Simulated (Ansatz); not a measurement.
# A hypothetical structure for Zn2Fe

Starting from a made-up structure for Zn2Fe, the aim is the relaxed cell, its shortest contacts and, where a second run follows, its electronic structure.

Main program and level: Ansatz 0.2.0; DFT, PBE, plane-wave PAW, files of the set soft_1, scalar-relativistic, ferromagnetic start, cell and ions relaxed at zero pressure; PAW set soft_1, in the first sound run; inputs show where later runs differ.

## (1) The starting structure

It takes space group Fm-3m (No. 225, cubic). The conventional cell has a = 5.198 Å, b = 5.198 Å, c = 5.198 Å, α = 90.00°, β = 90.00°, γ = 90.00°. Nearest to Zn lie 4 Fe at 2.25 Å. Fe has 8 Zn at 2.25 Å nearest. Farther neighbours are not listed.

## (2) Relaxing cell and atoms

The guessed cell has no reason to be at equilibrium. It is relaxed with the atoms, within the space group of the guess.

Contents of input.yaml:

```yaml
crystal:
  lattice:
    - [0.0, 2.599, 2.599]
    - [2.599, 0.0, 2.599]
    - [2.599, 2.599, 0.0]
  atoms:
    - { symbol: Zn, position: [0.25, 0.25, 0.25] }
    - { symbol: Zn, position: [0.75, 0.75, 0.75] }
    - { symbol: Fe, position: [0.0, 0.0, 0.0], spin: 3.0 }
magnetization:
  spin_polarized: true
kpoints:
  mp_grid: { grid: [9, 9, 9] }
scf:
  occupations: { method: fermi_dirac, width: 0.05 }
hamiltonian:
  xc: pbe
  pseudopotentials: { kind: paw, azcp: { folder: soft_1 } }
relax:
  f_tol: 0.015
  max_steps: 70
  cell: {}
output:
  forces: true
  stress: true
```

Run with:

```
$ ansatz run input.yaml --threads 4 --pin off --max-ram 8192MiB --backend cpu --events-out ev --progress --plain --runs-dir out
```

Numbers of over 12 decimals in the logs are rounded to 6 here.

The log of the run:

```text
Engine: ansatz 0.2.0, x86_64-unknown-linux-gnu
Pseudopotentials: kind: paw
Pseudopotential: Zn, paw, valence charge 12, recommended cutoff 420 eV (normal), soft_1/Zn.paw.azcp
Pseudopotential: Fe, paw, valence charge 16, recommended cutoff 420 eV (normal), soft_1/Fe.paw.azcp
Functional definition: PBE
  parameter kappa = 0.804
  parameter beta = 0.066725
  exchange = pbe_x(kappa = kappa, mu = beta*pi^2/3)
  correlation = pbe_c(beta = beta)
Crystal: 3 atoms, lattice volume = 35.111 Å³
Basis set: ecut = 420 eV, 701 PW (Γ), exchange–correlation on 50×50×50 points (8 copies of the dense FFT grid, shifted against one another)
Bands: 26, of which v1, the nominal top of the filled ones, is band 20 counted from 1 (19 counted from 0)
Symmetry: 48 space group operations
Space group: Fm-3m (ITA 225), of the structure as read, at distance tolerance 3.3e-5 Å
Magnetic group: BNS 225.116 (UNI 1618), of the structure as read, at distance tolerance 3.3e-5 Å
k-points: 35 of 729
Non-local potential: Zn, projectors of the file, l = 0: 2, l = 1: 2, l = 2: 3, l = 3: 1
Non-local potential: Fe, projectors of the file, l = 0: 3, l = 1: 2, l = 2: 3, l = 3: 1
PAW form: soft (Blöchl's): semilocal exchange-correlation on the pseudo side does not see the compensation charge
PAW one-centre angular grid: Zn, 590 points (default); XC on 64 Gauss nodes
PAW one-centre angular grid: Fe, 590 points (default); XC on 64 Gauss nodes
Initial density: superposition of atomic densities (chi_scale 0.1, normalization cell)
Starting moments: Σ|m| = 3 μB on 1 of 3 sites
Initial wavefunctions: pseudopotential atomic-orbital guess
Functional: x = pbe(κ = 0.804, μ = 0.219515), c = pbe(β = 0.066725)
SCF iter   1: F=—  HF=-11114.410801 eV  |F-HF|=—  |Δ(HF+E_count)|=         —  Δρ=6.03e-2 (↑4.54e-2 ↓6.03e-2)  dr2=2.59e0  dr2_m=4.94e-2  M=2.653 μB ∫|m|=2.907 μB  β_m=0.30  ethr=3.10e-3  ⟨swp⟩=6.3  Hψ=8941  notcnv=0
Mixer restart at iter 1: flushing history
preconditioner: auto → Kerker (q_TF=auto, 2.788 Å⁻¹)  [metal: Δε(μ)=0.015 eV  Ē_g=10.822 eV  σ=0.050 eV  W_gap=0.08  n_scr=14 (ndim 8)  ℏωp=35.4 eV  f_vac=0.000  D(μ)=1.91/eV (n_scr^D=14)]
spin=Collinear: Kerker preconditioning applied to the charge; magnetization (m = ρ↑ − ρ↓) channel mixes plain (no charge-response kernel on spin).
SCF iter   2: F=—  HF=-11114.401033 eV  |F-HF|=—  |Δ(HF+E_count)|=   9.77e-3  Δρ=3.00e-2 (↑1.93e-2 ↓3.00e-2)  dr2=7.15e-1  dr2_m=5.30e-2  M=2.519 μB ∫|m|=2.797 μB  β_m=0.38  ethr=3.10e-3  ⟨swp⟩=2.0  Hψ=3765  notcnv=0  defer=50
SCF iter   3: F=—  HF=-11115.041743 eV  |F-HF|=—  |Δ(HF+E_count)|=   6.41e-1  Δρ=2.75e-2 (↑1.33e-2 ↓2.75e-2)  dr2=4.45e-1  dr2_m=7.99e-2  M=2.358 μB ∫|m|=2.651 μB  β_m=0.69  ethr=1.79e-3  ⟨swp⟩=2.1  Hψ=2685  notcnv=0  defer=51
SCF iter   4: F=—  HF=-11115.548348 eV  |F-HF|=—  |Δ(HF+E_count)|=   5.07e-1  Δρ=2.16e-2 (↑1.64e-2 ↓2.16e-2)  dr2=1.44e-1  dr2_m=9.14e-2  M=2.119 μB ∫|m|=2.442 μB  β_m=0.78  ethr=1.11e-3  ⟨swp⟩=3.1  Hψ=3476  notcnv=0  defer=54
SCF iter   5: F=—  HF=-11115.725114 eV  |F-HF|=—  |Δ(HF+E_count)|=         —  Δρ=4.84e-2 (↑9.48e-3 ↓4.84e-2)  dr2=6.14e-1  dr2_m=2.47e-1  M=1.631 μB ∫|m|=1.963 μB  β_m=0.85  ethr=3.60e-4  ⟨swp⟩=2.9  Hψ=4333  notcnv=0  defer=56
Mixer restart at iter 5: flushing history
SCF iter   6: F=—  HF=-11115.969672 eV  |F-HF|=—  |Δ(HF+E_count)|=   2.45e-1  Δρ=4.61e-2 (↑4.61e-2 ↓1.71e-2)  dr2=8.26e-1  dr2_m=7.90e-2  M=1.548 μB ∫|m|=1.843 μB  β_m=0.71  ethr=3.60e-4  ⟨swp⟩=4.0  Hψ=4397  notcnv=0  defer=56
SCF iter   7: F=—  HF=-11115.687828 eV  |F-HF|=—  |Δ(HF+E_count)|=   2.82e-1  Δρ=1.19e-2 (↑2.42e-3 ↓1.19e-2)  dr2=5.19e-2  dr2_m=1.44e-2  M=1.528 μB ∫|m|=1.825 μB  β_m=0.75  ethr=3.60e-4  ⟨swp⟩=3.1  Hψ=4449  notcnv=0  defer=58
SCF iter   8: F=—  HF=-11115.681691 eV  |F-HF|=—  |Δ(HF+E_count)|=   6.14e-3  Δρ=4.91e-3 (↑1.66e-3 ↓4.91e-3)  dr2=9.21e-3  dr2_m=2.10e-3  M=1.516 μB ∫|m|=1.802 μB  β_m=0.63  ethr=1.30e-4  ⟨swp⟩=2.2  Hψ=2879  notcnv=0  defer=57
SCF iter   9: F=—  HF=-11115.679037 eV  |F-HF|=—  |Δ(HF+E_count)|=   2.65e-3  Δρ=8.37e-4 (↑8.37e-4 ↓7.07e-4)  dr2=6.04e-4  dr2_m=4.68e-5  M=1.509 μB ∫|m|=1.791 μB  β_m=0.72  ethr=2.30e-5  ⟨swp⟩=2.0  Hψ=3215  notcnv=0  defer=57
SCF iter  10: F=—  HF=-11115.679219 eV  |F-HF|=—  |Δ(HF+E_count)|=   1.82e-4  Δρ=6.33e-4 (↑5.91e-4 ↓6.33e-4)  dr2=3.93e-4  dr2_m=2.68e-6  M=1.514 μB ∫|m|=1.794 μB  β_m=0.86  ethr=1.51e-6  ⟨swp⟩=2.6  Hψ=2957  notcnv=0  defer=57
SCF iter  11: F=—  HF=-11115.679234 eV  |F-HF|=—  |Δ(HF+E_count)|=   1.50e-5  Δρ=2.07e-4 (↑1.07e-4 ↓2.07e-4)  dr2=4.21e-5  dr2_m=1.83e-6  M=1.515 μB ∫|m|=1.796 μB  β_m=0.93  ethr=9.82e-7  ⟨swp⟩=2.0  Hψ=2161  notcnv=0  defer=57
SCF iter  12: F=—  HF=-11115.679231 eV  |F-HF|=—  |Δ(HF+E_count)|=   3.28e-6  Δρ=6.15e-5 (↑4.54e-5 ↓6.15e-5)  dr2=3.52e-6  dr2_m=1.42e-7  M=1.514 μB ∫|m|=1.795 μB  β_m=0.93  ethr=1.05e-7  ⟨swp⟩=1.8  Hψ=2242  notcnv=0  defer=57
SCF iter  13: F=—  HF=-11115.679231 eV  |F-HF|=—  |Δ(HF+E_count)|=   7.03e-7  Δρ=2.79e-5 (↑1.81e-5 ↓2.79e-5)  dr2=6.79e-7  dr2_m=1.31e-8  M=1.514 μB ∫|m|=1.795 μB  β_m=0.97  ethr=8.79e-9  ⟨swp⟩=2.3  Hψ=2917  notcnv=0  defer=57
SCF iter  14: F=—  HF=-11115.679232 eV  |F-HF|=—  |Δ(HF+E_count)|=   1.07e-7  Δρ=1.07e-5 (↑7.90e-6 ↓1.07e-5)  dr2=1.16e-7  dr2_m=1.37e-9  M=1.514 μB ∫|m|=1.795 μB  β_m=0.98  ethr=1.70e-9  ⟨swp⟩=2.0  Hψ=2317  notcnv=0  defer=57
SCF iter  15: F=—  HF=-11115.679232 eV  |F-HF|=—  |Δ(HF+E_count)|=   2.26e-9  Δρ=1.21e-6 (↑9.72e-7 ↓1.21e-6)  dr2=6.88e-10  dr2_m=2.99e-11  M=1.514 μB ∫|m|=1.795 μB  β_m=0.99  ethr=2.89e-10  ⟨swp⟩=2.4  Hψ=2898  notcnv=0  defer=57
SCF iter  16: F=-11115.679232 eV  HF=-11115.679232 eV  |F-HF|=1.46e-11  |Δ(HF+E_count)|=  4.20e-10  Δρ=2.47e-7 (↑1.97e-7 ↓2.47e-7)  dr2=4.48e-11  dr2_m=1.80e-12  M=1.514 μB ∫|m|=1.795 μB  ethr=1.72e-12  ⟨swp⟩=1.1  Hψ=5279  notcnv=0
SCF 1 converged in 16 iterations: F = -11115.679232 eV  dr2 = 4.48e-11
  greatest PAW one-centre occupation: 1.001 electrons in one spin orbital (limit 2), on the Fe atom at site 2 (counted from 0), in its partial waves of l = 1
relax step   1: F+E_penalty+E_count = -11115.67923151 eV  Δ(F+E_penalty+E_count) = +0.000e0 eV  max|allowed force component| = 7.710e-18 eV/Å  Δτ_max = 0.0000 Å  P = +52.922 GPa  Ω = 35.111 Å³  (16 SCF iters, dr2 threshold 1.00e-7 eV, accepted)
Crystal: 3 atoms, lattice volume = 39.857 Å³
Basis set: ecut = 420 eV, 749 PW (Γ), exchange–correlation on 50×50×50 points (8 copies of the dense FFT grid, shifted against one another)
Initial density: handed on by an earlier stage of this run
Starting moments: Σ|m| = 3 μB on 1 of 3 sites; this step starts from the density that it was given
[...]
SCF 3 converged in 11 iterations: F = -11117.247830 eV  dr2 = 8.54e-8
relax step   3: F+E_penalty+E_count = -11117.24782995 eV  Δ(F+E_penalty+E_count) = -4.749e-1 eV  max|allowed force component| = 1.496e-16 eV/Å  Δτ_max = 0.0000 Å  P = +6.645 GPa  Ω = 45.082 Å³  energy of the carried Pulay correction = -1.006e-2 eV  (11 SCF iters, dr2 threshold 3.00e-7 eV, accepted)
[...]
relax step   4: F+E_penalty+E_count = -11117.30093517 eV  Δ(F+E_penalty+E_count) = -5.311e-2 eV  max|allowed force component| = 1.095e-16 eV/Å  Δτ_max = 0.0000 Å  P = +1.160 GPa  Ω = 47.394 Å³  energy of the carried Pulay correction = -1.206e-2 eV  (10 SCF iters, dr2 threshold 3.00e-7 eV, accepted)
[...]
relax step   5: F+E_penalty+E_count = -11117.30242012 eV  Δ(F+E_penalty+E_count) = -1.485e-3 eV  max|allowed force component| = 8.172e-17 eV/Å  Δτ_max = 0.0000 Å  P = -0.041 GPa  Ω = 47.956 Å³  energy of the carried Pulay correction = -1.252e-2 eV  (9 SCF iters, dr2 threshold 3.00e-7 eV, accepted)
[...]
relax step   6: F+E_penalty+E_count = -11117.33956346 eV  Δ(F+E_penalty+E_count) = -3.714e-2 eV  max|allowed force component| = 1.064e-16 eV/Å  Δτ_max = 0.0000 Å  P = +1.566 GPa  Ω = 47.956 Å³  stress off target by 1.57e0 GPa  SCF on the basis re-selected at this cell (its energy is not comparable with the rows above)  (14 SCF iters)
[...]
relax step   7: F+E_penalty+E_count = -11117.34349204 eV  Δ(F+E_penalty+E_count) = -3.929e-3 eV  max|allowed force component| = 9.406e-17 eV/Å  Δτ_max = 0.0000 Å  P = +0.397 GPa  Ω = 48.703 Å³  energy of the carried Pulay correction = -6.095e-4 eV  (9 SCF iters, dr2 threshold 3.00e-7 eV, accepted)
[...]
relax step   8: F+E_penalty+E_count = -11117.34361686 eV  Δ(F+E_penalty+E_count) = -1.248e-4 eV  max|allowed force component| = 1.449e-16 eV/Å  Δτ_max = 0.0000 Å  P = +0.036 GPa  Ω = 48.946 Å³  energy of the carried Pulay correction = -8.126e-4 eV  (8 SCF iters, dr2 threshold 3.00e-7 eV, accepted)
iter 1 solved again at ethr=1.60e-7 eV; its pass at ethr=3.10e-3 eV (dr2=6.41e-5 eV) is discarded
SCF iter   1: F=—  HF=-11117.343237 eV  |F-HF|=—  |Δ(HF+E_count)|=         —  Δρ=2.52e-4 (↑2.52e-4 ↓2.49e-4)  dr2=5.04e-6  dr2_m=6.85e-7  M=2.400 μB ∫|m|=2.783 μB  β_m=0.65  ethr=1.60e-7  ⟨swp⟩=3.0  Hψ=13092  notcnv=0
preconditioner: auto → Kerker (q_TF=auto, 2.448 Å⁻¹)  [metal: Δε(μ)=0.035 eV  Ē_g=9.534 eV  σ=0.050 eV  W_gap=0.17  n_scr=14 (ndim 8)  ℏωp=30.0 eV  f_vac=0.023  D(μ)=2.96/eV (n_scr^D=26)]
spin=Collinear: Kerker preconditioning applied to the charge; magnetization (m = ρ↑ − ρ↓) channel mixes plain (no charge-response kernel on spin).
SCF iter   2: F=—  HF=-11117.344245 eV  |F-HF|=—  |Δ(HF+E_count)|=   1.01e-3  Δρ=1.08e-4 (↑1.06e-4 ↓1.08e-4)  dr2=3.53e-6  dr2_m=1.75e-7  M=2.399 μB ∫|m|=2.783 μB  β_m=0.60  ethr=1.26e-8  ⟨swp⟩=2.0  Hψ=2917  notcnv=0
SCF iter   3: F=—  HF=-11117.344368 eV  |F-HF|=—  |Δ(HF+E_count)|=   1.23e-4  Δρ=3.73e-5 (↑3.73e-5 ↓3.65e-5)  dr2=1.14e-7  dr2_m=9.14e-9  M=2.400 μB ∫|m|=2.783 μB  β_m=0.59  ethr=8.83e-9  ⟨swp⟩=2.0  Hψ=2591  notcnv=0
SCF iter   4: F=—  HF=-11117.344392 eV  |F-HF|=—  |Δ(HF+E_count)|=   2.41e-5  Δρ=9.79e-6 (↑4.00e-6 ↓9.79e-6)  dr2=4.31e-8  dr2_m=1.50e-8  M=2.400 μB ∫|m|=2.783 μB  β_m=0.79  ethr=2.85e-10  ⟨swp⟩=2.0  Hψ=2935  notcnv=0
SCF iter   5: F=—  HF=-11117.344392 eV  |F-HF|=—  |Δ(HF+E_count)|=   1.57e-7  Δρ=1.09e-5 (↑3.25e-6 ↓1.09e-5)  dr2=5.30e-8  dr2_m=1.94e-8  M=2.400 μB ∫|m|=2.783 μB  β_m=0.90  ethr=1.08e-10  ⟨swp⟩=2.0  Hψ=2935  notcnv=0
SCF iter   6: F=—  HF=-11117.344393 eV  |F-HF|=—  |Δ(HF+E_count)|=   1.43e-7  Δρ=1.02e-5 (↑1.02e-5 ↓5.99e-6)  dr2=1.49e-8  dr2_m=2.49e-8  M=2.400 μB ∫|m|=2.783 μB  β_m=0.95  ethr=1.08e-10  ⟨swp⟩=2.0  Hψ=3267  notcnv=0
SCF iter   7: F=—  HF=-11117.344393 eV  |F-HF|=—  |Δ(HF+E_count)|=   2.00e-8  Δρ=1.42e-6 (↑1.27e-6 ↓1.42e-6)  dr2=3.04e-9  dr2_m=3.46e-11  M=2.400 μB ∫|m|=2.783 μB  β_m=0.97  ethr=3.74e-11  ⟨swp⟩=2.0  Hψ=3064  notcnv=0
SCF iter   8: F=—  HF=-11117.344393 eV  |F-HF|=—  |Δ(HF+E_count)|=  1.66e-10  Δρ=7.85e-7 (↑2.08e-7 ↓7.85e-7)  dr2=2.39e-10  dr2_m=6.71e-11  M=2.400 μB ∫|m|=2.783 μB  β_m=0.99  ethr=7.60e-12  ⟨swp⟩=2.0  Hψ=2939  notcnv=0
SCF iter   9: F=—  HF=-11117.344402 eV  |F-HF|=—  |Δ(HF+E_count)|=   9.89e-6  Δρ=2.47e-7 (↑2.22e-7 ↓2.47e-7)  dr2=8.31e-11  dr2_m=2.53e-12  M=2.400 μB ∫|m|=2.783 μB  β_m=0.99  ethr=1.00e-12  ⟨swp⟩=2.1  Hψ=3274  notcnv=0
SCF iter  10: F=—  HF=-11117.344402 eV  |F-HF|=—  |Δ(HF+E_count)|=  1.62e-10  Δρ=1.43e-7 (↑6.31e-8 ↓1.43e-7)  dr2=2.65e-11  dr2_m=1.00e-12  M=2.400 μB ∫|m|=2.783 μB  β_m=1.00  ethr=1.00e-12  ⟨swp⟩=2.0  Hψ=2450  notcnv=0
SCF iter  11: F=-11117.344402 eV  HF=-11117.344402 eV  |F-HF|=1.82e-12  |Δ(HF+E_count)|=  1.82e-11  Δρ=5.71e-8 (↑2.44e-8 ↓5.71e-8)  dr2=2.15e-12  dr2_m=4.73e-13  M=2.400 μB ∫|m|=2.783 μB  ethr=1.00e-12  ⟨swp⟩=4.6  Hψ=7961  notcnv=0
SCF 9 converged in 11 iterations: F = -11117.344402 eV  dr2 = 2.15e-12
relax step   9: F+E_penalty+E_count = -11117.34440247 eV  Δ(F+E_penalty+E_count) = -7.856e-4 eV  max|allowed force component| = 1.218e-16 eV/Å  Δτ_max = 0.0000 Å  P = +0.017 GPa  Ω = 48.946 Å³  stress off target by 1.74e-2 GPa  SCF on the basis re-selected at this cell (its energy is not comparable with the rows above)  (11 SCF iters)
basis re-selected at this cell: Δ(F+E_penalty+E_count) = -7.856e-4 eV, ΔP = -0.018 GPa vs the last step (what re-selecting the basis moved, of the pressure what is left beyond the Pulay correction that the steps carried, after the strain that the cell walked since its last selection, with what the two solves' SCF thresholds leave and, on support functions, any second-order correction that the steps lacked; it is no m [...]
SCF converged after 11 iterations
Magnetization: 2.4001 μB (21.2001 up, 18.7999 down)
Absolute magnetization: 2.7942 μB (∫|ρ↑−ρ↓|, with the PAW one-centre terms)
Spin contamination: 0.1429 ħ² per cell (⟨S²⟩ above its minimum at these occupations)
Per-site moments (μB) at R_I (Å): [(-0.024065, 1.037173), (-0.024065, 1.037173), (2.436416, 1.037173)]
Free energy (F): -11117.344402 eV
Harris-Foulkes:  -11117.344402 eV  (|F-HF|=1.82e-12)
Internal energy: -11117.320432 eV  (E = F + TS)
E sigma→0 (E₀):  -11117.332417 eV
Entropy (-TS):   -0.023970 eV (-7.990 meV/atom)
Fermi energy:    10.266826 eV
--- Per-component energies (eV) ---
  E_band       = -251.906743
  E_kinetic    = 624.110270
  E_local      = -6564.038038  (includes V_loc(G=0)·N_el)
  E_nonlocal   = 1926.407355
  E_hartree    = 2583.133392
  E_xc         = -266.031201
  E_vxc        = -242.126129  (∫ρ·V_xc dr)
  E_paw        = -5175.531691  (= ΣΔE_a)
  E_vpaw       = -1162.525527  (= ΣTr[D̂ρ^β])
  E_aug_tail   = -0.001436  (compensation charges beyond the density's cutoff)
  E_ewald      = -4245.369083
  E_smearing   = -0.023970  (= −TS)
  E_closure    = 0.000000  (closes the sum)
  Σ components = -11117.344402   (vs F -11117.344402, Δ=0.00e0)
--- Forces (eV/Å), atoms counted from 1 ---
  atom   1  Zn     0.00000000     0.00000000     0.00000000
  atom   2  Zn    -0.00000000    -0.00000000    -0.00000000
  atom   3  Fe    -0.00000000     0.00000000     0.00000000
  max |Σ_I F_I| component: 3.01e-17 eV/Å
--- Stress (GPa, compression-positive) ---
        0.017408       0.000000       0.000000
        0.000000       0.017408       0.000000
        0.000000       0.000000       0.017408
  P = ⅓ Tr σ = 0.0174 GPa (0.174 kbar)
--- Relaxed structure (7 steps of the walk, 7 accepted, 2 SCFs on fresh bases) ---
  F+E_penalty+E_count = -11117.34440247 eV   max|allowed force component| = 1.218e-16 eV/Å   (the final SCF, on the basis selected at the relaxed cell)
  cell:  # Å, volume = 48.9464 Å³
    - [0, 2.903333, 2.903333]
    - [2.903333, 0, 2.903333]
    - [2.903333, 2.903333, 0]
  atoms:
    - { symbol: Zn, position: [0.250000, 0.250000, 0.250000] }
    - { symbol: Zn, position: [0.750000, 0.750000, 0.750000] }
    - { symbol: Fe, position: [0, 0, 0] }
```

Run time: 9.2 s. Hardware: 4 threads of AMD EPYC 9R14 (Zen 4), shared host; peak memory 0.47 GiB.

Relaxation path:

| step | energy less that of the first step (eV) | largest force component (eV/Å) | pressure (GPa) | volume (Å³) |
| --- | --- | --- | --- | --- |
| 1 | 0.0000 | 0.0000 | 52.92 | 35.11 |
| 2 | -1.0937 | 0.0000 | 24.47 | 39.86 |
| 3 | -1.5686 | 0.0000 | 6.64 | 45.08 |
| 4 | -1.6217 | 0.0000 | 1.16 | 47.39 |
| 5 | -1.6232 | 0.0000 | -0.04 | 47.96 |
| 6* | -1.6603 | 0.0000 | 1.57 | 47.96 |
| 7 | -1.6643 | 0.0000 | 0.40 | 48.70 |
| 8 | -1.6644 | 0.0000 | 0.04 | 48.95 |
| 9* | -1.6652 | 0.0000 | 0.02 | 48.95 |

Relaxation steps marked * repeat the geometry before them on a plane-wave basis chosen anew for their cell, so energy and pressure can jump there.

Forces are held to the 48 operations that the run works with; a distortion that breaks them can't arise in this run.

| conventional cell, symmetrised | before | after | change |
| --- | --- | --- | --- |
| a (Å) | 5.198 | 5.807 | +11.7 % |
| b (Å) | 5.198 | 5.807 | +11.7 % |
| c (Å) | 5.198 | 5.807 | +11.7 % |
| volume (Å³/atom) | 11.70 | 16.32 | +39.4 % |

Final coordinates:

```xyz
3
Lattice="0.0000 2.9033 2.9033 2.9033 0.0000 2.9033 2.9033 2.9033 0.0000" Properties=species:S:1:pos:R:3 pbc="T T T"
Zn    1.4517    1.4517    1.4517
Zn    4.3550    4.3550    4.3550
Fe    0.0000    0.0000    0.0000
```

Numbers from this step:

```yaml
free_energy: -11117.3444 eV
energy_at_zero_smearing: -11117.3324 eV
smearing_term_ts: 0.02397 eV
fermi_energy: 10.27 eV
magnetization: 2.400 μB
absolute_magnetization: 2.794 μB
site_moments: -0.02406, -0.02406, 2.436 μB
electrons: 40
symmetry_operations: 48
pressure: 0.01741 GPa
```

Site moment by atom:

| atom | site moment (μB) |
| --- | --- |
| Zn1 | -0.02 |
| Zn2 | -0.02 |
| Fe3 | 2.44 |

The shortest distance of each pair, which need not be the same contact before and after:

| pair | guess (Å) | relaxed (Å) |
| --- | --- | --- |
| Fe–Zn | 2.251 | 2.514 |
| Zn–Zn | 2.599 | 2.903 |
| Fe–Fe | 3.676 | 4.106 |

The relaxation ends with a pressure of 0.02 GPa.

[end of part 1 of 2]

[Logs are printed without paths, hosts, clocks, repeated set-up lines and the standing remarks that a program may print on its own settings, such as how far it seeks lower states.]

[Hosts, paths, dates, database ids (printed as entryN), source tags and the programs' standing remarks are cut or masked in the printed files.]
